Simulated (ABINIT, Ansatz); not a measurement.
# Converging GW for Sr3BiN (Pm-3m) in ABINIT, part 2 of 2

Aim: raise bands and screening cutoff together for Sr3BiN (Pm-3m) and follow gap and time.

ABINIT 10.8.3; LDA and many-body steps on it, plane waves. Known limits of the many-body steps: not at the basis limit; model gap, bands may invert with spin-orbit coupling; screening runs away on this mesh; no spin-orbit coupling; coarse k mesh.

So far. Step 3 (Screening, 2×2×2 mesh, 82 bands, screening to 76.2 eV): Local fields lower ε∞ by 13 %. The value itself is an artefact of the mesh, where one narrow direct gap carries too much weight. Step 4 (82 bands, 76.2 eV): The gap on the mesh goes from 0.26 eV to 0.41 eV, a correction of +0.15 eV.

### 6. 203 bands, 141.5 eV

This step: G0W0 on LDA, plane waves, norm-conserving pseudopotentials.

run.abi reads:

```
acell 3*1.0 Angstrom
rprim 
  5.234939930000 0.000000000000 0.000000000000
  0.000000000000 5.234939930000 0.000000000000
  0.000000000000 0.000000000000 5.234939930000
ntypat 3
znucl 38 83 7
natom 5
typat 1 1 1 2 3
xred 
  0.500000000000 0.500000000000 0.000000000000
  0.000000000000 0.500000000000 0.500000000000
  0.500000000000 0.000000000000 0.500000000000
  0.000000000000 0.000000000000 0.000000000000
  0.500000000000 0.500000000000 0.500000000000
pp_dirpath "pseudos"
pseudos "Sr.upf, Bi.upf, N.upf"
ecut 36
ngkpt 2 2 2
nshiftk 1
shiftk 0 0 0
kptopt 1
chksymbreak 0
istwfk *1
occopt 1
irdwfk 1
optdriver 4
nband 203
gwcalctyp 0
ecutsigx 36
symsigma 1
nkptgw 1
kptgw 
  0.0000000000 0.0000000000 0.0000000000
bdgw 
  27 31
ecuteps 5.2
irdscr 1
ppmodel 1
indata_prefix "in"
outdata_prefix "out"
tmpdata_prefix "tmp"
```

Command:

```bash
OMP_NUM_THREADS=1 mpirun -n 8 abinit run.abi > log
```

Numbers of over 12 decimals in the logs are rounded to 6 here.

The program printed:

```text
.Version 10.8.3 of ABINIT. v10.8.2 released Aug 2026.

 Symmetries : space group Pm -3 m (#221); Bravais cP (primitive cubic)
[... echo of the input left out ...]
== DATASET  1 ==================================================================
-   mpi_nproc: 8, omp_nthreads: 1 (-1 if OMP is not activated)

--- !DatasetInfo
iteration_state: {dtset: 1, }
dimensions: {natom: 5, nkpt: 4, mband: 203, nsppol: 1, nspinor: 1, nspden: 1, mpw: 10026, }
cutoff_energies: {ecut:  36.0, pawecutdg:  -1.0, }
electrons: {nelect:   5.80000000E+01, charge:   0.00000000E+00, occopt:   1.00000000E+00, tsmear:   1.00000000E-02, }

 SIGMA: Calculation of the GW corrections

 Based on a program developped by R.W. Godby, V. Olevano, G. Onida, and L. Reining.
 Incorporated in ABINIT by V. Olevano, G.-M. Rignanese, and M. Torrent.
.Using double precision arithmetic ; gwpc =  8

[... cell and pseudopotentials left out ...]
--------------------------------------------------------------------------------

 ==== K-mesh for the wavefunctions ====
 Number of points in the irreducible wedge :     4
[... list of points left out ...]
 Together with 48 symmetry operations and time-reversal symmetry
 yields     8 points in the full Brillouin Zone.

 ==== Q-mesh for screening function ====
 Number of points in the irreducible wedge :     4
[... list of points left out ...]
 Together with 48 symmetry operations and time-reversal symmetry
 yields     8 points in the full Brillouin Zone.

 vcoul_init : cutoff-mode = AUXILIARY_FUNCTION
 q-points for optical limit:   1
     1)      0.000010    0.000020    0.000030
 setmesh: FFT mesh size selected  =    54x   54x   54
          total number of points  =       157464

 Number of electrons calculated from density =   58.0000; Expected =   58.0000
[...]
number of q-points in IBZ                           4
 number of symmetry operations                      48
 number of k-points in BZ                            8
 number of q-points in BZ                            8
 number of frequencies for dSigma/dE                 9
 frequency step for dSigma/dE [eV]                0.25
 number of omega for Sigma on real axis              0
 max omega for Sigma on real axis  [eV]           0.00
 zcut for avoiding poles [eV]                     0.10

 EPSILON^-1 parameters (SCR file):
 dimension of the eps^-1 matrix on file            515
 dimension of the eps^-1 matrix used               515
 number of plane-waves for wavefunctions          9939
 number of bands                                   203
 number of q-points in IBZ                           4
 number of frequencies                               2
 number of real frequencies                          1
 number of imag frequencies                          1

 matrix elements of self-energy operator (all in [eV])

 Perturbative Calculation

--- !SelfEnergy_ee
iteration_state: {dtset: 1, }
kpoint     : [   0.000,    0.000,    0.000, ]
spin       : 1
KS_gap     :    0.259
QP_gap     :    0.470
Delta_QP_KS:    0.212
data: !SigmaeeData |
     Band     E0 <VxcDFT>   SigX SigC(E0)      Z dSigC/dE  Sig(E)    E-E0       E
       27   6.971 -14.528 -17.047   2.775   0.750  -0.334 -14.336   0.192   7.162
       28   6.971 -14.528 -17.047   2.775   0.750  -0.334 -14.336   0.192   7.162
       29   6.971 -14.528 -17.047   2.775   0.750  -0.334 -14.336   0.192   7.162
       30   7.229  -8.597  -4.130  -3.969   0.810  -0.234  -8.194   0.404   7.633
       31   7.229  -8.597  -4.130  -3.969   0.810  -0.234  -8.194   0.404   7.633

== END DATASET(S) ==============================================================
================================================================================

 -outvars: echo values of variables after computation  --------
           etotal      0.0000000000E+00
            nband         203
             nkpt           4
          spgroup         221
 [... the other variables as echoed above ...]

 Calculation completed.
```

Wall time 11 s (8 MPI ranks of Arm Neoverse V1, shared host); peak memory 2.4 GiB.

Numbers from this step:

```
G0W0 gap on the points computed              : 0.4710 eV
starting gap on the mesh                     : 0.2585 eV
k of the valence top                         : 0, 0, 0
k of the conduction bottom                   : 0, 0, 0
Z at the valence top                         : 0.75
Z at the conduction bottom                   : 0.81
least direct G0W0 gap on the computed points : 0.4710 eV
```

Against G0W0 in ABINIT (2×2×2 mesh, 82 bands, screening to 76.2 eV, Godby-Needs plasmon pole), the gap moves by +0.062 eV.

### 7. Screening, 2×2×2 mesh, 457 bands, screening to 217.7 eV

This step: RPA screening on LDA, plane waves, norm-conserving pseudopotentials.

run.abi: that of step 6 with these lines changed.

```diff
@@ -26,15 +26,8 @@
 irdwfk 1
-optdriver 4
-nband 203
-gwcalctyp 0
-ecutsigx 36
-symsigma 1
-nkptgw 1
-kptgw 
-  0.0000000000 0.0000000000 0.0000000000
-bdgw 
-  27 31
-ecuteps 5.2
-irdscr 1
-ppmodel 1
+optdriver 3
+nband 457
+ecuteps 8
+inclvkb 2
+awtr 1
+symchi 1
 indata_prefix "in"
```

The program printed:

```text
.Version 10.8.3 of ABINIT. v10.8.2 released Aug 2026.

 Symmetries : space group Pm -3 m (#221); Bravais cP (primitive cubic)
[... echo of the input left out ...]
== DATASET  1 ==================================================================
-   mpi_nproc: 8, omp_nthreads: 1 (-1 if OMP is not activated)

--- !DatasetInfo
iteration_state: {dtset: 1, }
dimensions: {natom: 5, nkpt: 4, mband: 457, nsppol: 1, nspinor: 1, nspden: 1, mpw: 10026, }
cutoff_energies: {ecut:  36.0, pawecutdg:  -1.0, }
[...]
--------------------------------------------------------------------------------
[... chi0 elements left out ...]
 For q-point:  0.000010 0.000020 0.000030
  dielectric constant = 764.1928
  dielectric constant without local fields = 877.4801

  Average fulfillment of the sum rule on Im[epsilon] for q-point    1 :     87.56  [%]
[... wings left out ...]
  q-point number  2        q = ( 0.500000, 0.000000, 0.000000) [r.l.u.]
--------------------------------------------------------------------------------
[... chi0 elements left out ...]
  Average fulfillment of the sum rule on Im[epsilon] for q-point    2 :     90.39  [%]

 [... 2 further q-points ...]
```

It took 2.7 min on 8 MPI ranks; peak memory 4.4 GiB; 21 min of CPU time.

This step gave:

```
ε∞ with local fields, on this mesh, along the program's q direction : 764.2
the same without local fields                                       : 877.5
plasma frequency                                                    : 23.61 eV
plane waves in the screening matrix                                 : 1021
```

### 8. 457 bands, 217.7 eV

This step: G0W0 on LDA, plane waves, norm-conserving pseudopotentials.

run.abi: that of step 7 with these lines changed.

```diff
@@ -26,8 +26,15 @@
 irdwfk 1
-optdriver 3
+optdriver 4
 nband 457
+gwcalctyp 0
+ecutsigx 36
+symsigma 1
+nkptgw 1
+kptgw 
+  0.0000000000 0.0000000000 0.0000000000
+bdgw 
+  27 31
 ecuteps 8
-inclvkb 2
-awtr 1
-symchi 1
+irdscr 1
+ppmodel 1
 indata_prefix "in"
```

The program printed:

```text
.Version 10.8.3 of ABINIT. v10.8.2 released Aug 2026.

 Symmetries : space group Pm -3 m (#221); Bravais cP (primitive cubic)
[... echo of the input left out ...]
== DATASET  1 ==================================================================
-   mpi_nproc: 8, omp_nthreads: 1 (-1 if OMP is not activated)

--- !DatasetInfo
iteration_state: {dtset: 1, }
dimensions: {natom: 5, nkpt: 4, mband: 457, nsppol: 1, nspinor: 1, nspden: 1, mpw: 10026, }
cutoff_energies: {ecut:  36.0, pawecutdg:  -1.0, }
[...]
29   6.971 -14.528 -17.047   2.437   0.752  -0.330 -14.589  -0.061   6.909
       30   7.229  -8.597  -4.130  -4.099   0.806  -0.240  -8.301   0.296   7.526
       31   7.229  -8.597  -4.130  -4.099   0.806  -0.240  -8.301   0.296   7.526

== END DATASET(S) ==============================================================
================================================================================

 -outvars: echo values of variables after computation  --------
           etotal      0.0000000000E+00
            nband         457
             nkpt           4
          spgroup         221
 [... the other variables as echoed above ...]

 Calculation completed.
```

Elapsed: 60 s, on 8 MPI ranks; peak memory 5.3 GiB; 8 min of CPU time.

This step gave:

| Property | Result |
| --- | --- |
| G0W0 gap on the points computed | 0.617 eV |
| starting gap on the mesh | 0.2585 eV |
| k of the valence top | 0, 0, 0 |
| k of the conduction bottom | 0, 0, 0 |
| least direct G0W0 gap on the computed points | 0.617 eV |

Against G0W0 in ABINIT (2×2×2 mesh, 203 bands, screening to 141.5 eV, Godby-Needs plasmon pole), the gap moves by +0.146 eV.

### 9. The runs together

Times are wall times on 8 MPI ranks of Arm Neoverse V1, shared host, good to a factor of about two. A run's time includes the screening step that it read.

| run | mesh | bands | screening cutoff (eV) | DFT gap (eV) | gap on the mesh (eV) | direct (eV) | ε∞ used | time |
| --- | --- | --- | --- | --- | --- | --- | --- | --- |
| 82 bands, 76.2 eV | 2×2×2 | 82 | 76.2 | 0.259 | 0.409 | 0.409 | 762.84 | 17 s |
| 203 bands, 141.5 eV | 2×2×2 | 203 | 141.5 | 0.259 | 0.471 | 0.471 | 763.46 | 52 s |
| 457 bands, 217.7 eV | 2×2×2 | 457 | 217.7 | 0.259 | 0.617 | 0.617 | 764.19 | 3.7 min |

### 10. Summary of results

| Item | Value |
| --- | --- |
| 82 bands, 76.2 eV | 0.409 eV |
| 203 bands, 141.5 eV | 0.471 eV |
| 457 bands, 217.7 eV | 0.617 eV |
| known limits | not at the basis limit; model gap, bands may invert with spin-orbit coupling; screening runs away on this mesh; no spin-orbit coupling; coarse k mesh |

In words: From the first rung to the last the gap moves by +0.21 eV for 13 times the time. The steps are not yet shrinking, so no limit is drawn. In the first G0W0 run levels were corrected at 1 k point alone, so a gap called «on the mesh» is the least over those, and an edge elsewhere would be missed. The 2×2×2 mesh is coarse for this cell, which bears on the long-range parts of exchange and screening. Where an edge is built on 6p states of lead, bismuth or thallium, scalar-relativistic gaps usually stand too wide, by a few tenths to over one eV. With atoms this heavy and so narrow a gap, spin-orbit coupling can invert the bands. These scalar-relativistic gaps are then model values, not to be set against experiment, and a spin-orbit change taken from DFT can't simply be added. On this mesh the RPA ε∞ passes 90, more than nearly any semiconductor shows; a coarse mesh does this where one point with a narrow direct gap carries much weight. The screening is then too strong, and the G0W0 gap should not be taken as the material's.

[Paths, hosts, dates, memory and timing lines, banners, echoed tables and standing remarks are left out of the program output.]

[Logs are printed without paths, hosts, clocks, repeated set-up lines and the standing remarks that a program may print on its own settings, such as how far it seeks lower states.]

[Runs of the session that timed out or met a known fault of the program may be left out.]

[No measured gap is set beside runs whose start may be inverted or whose files or cutoffs have a known fault.]

[Hosts, paths, dates, database ids (printed as entryN), source tags and the programs' standing remarks are cut or masked in the printed files.]

[G0W0 gaps are taken among the corrected bands and points alone; a level outside them can change the order at an edge.]

[Where Ansatz stands beside ABINIT at settings called matched, ABINIT's density can come from a denser mesh and the files from another edition; pairs whose starting gaps differed by over 0.03 eV were left out, so agreement reads better than it is.]
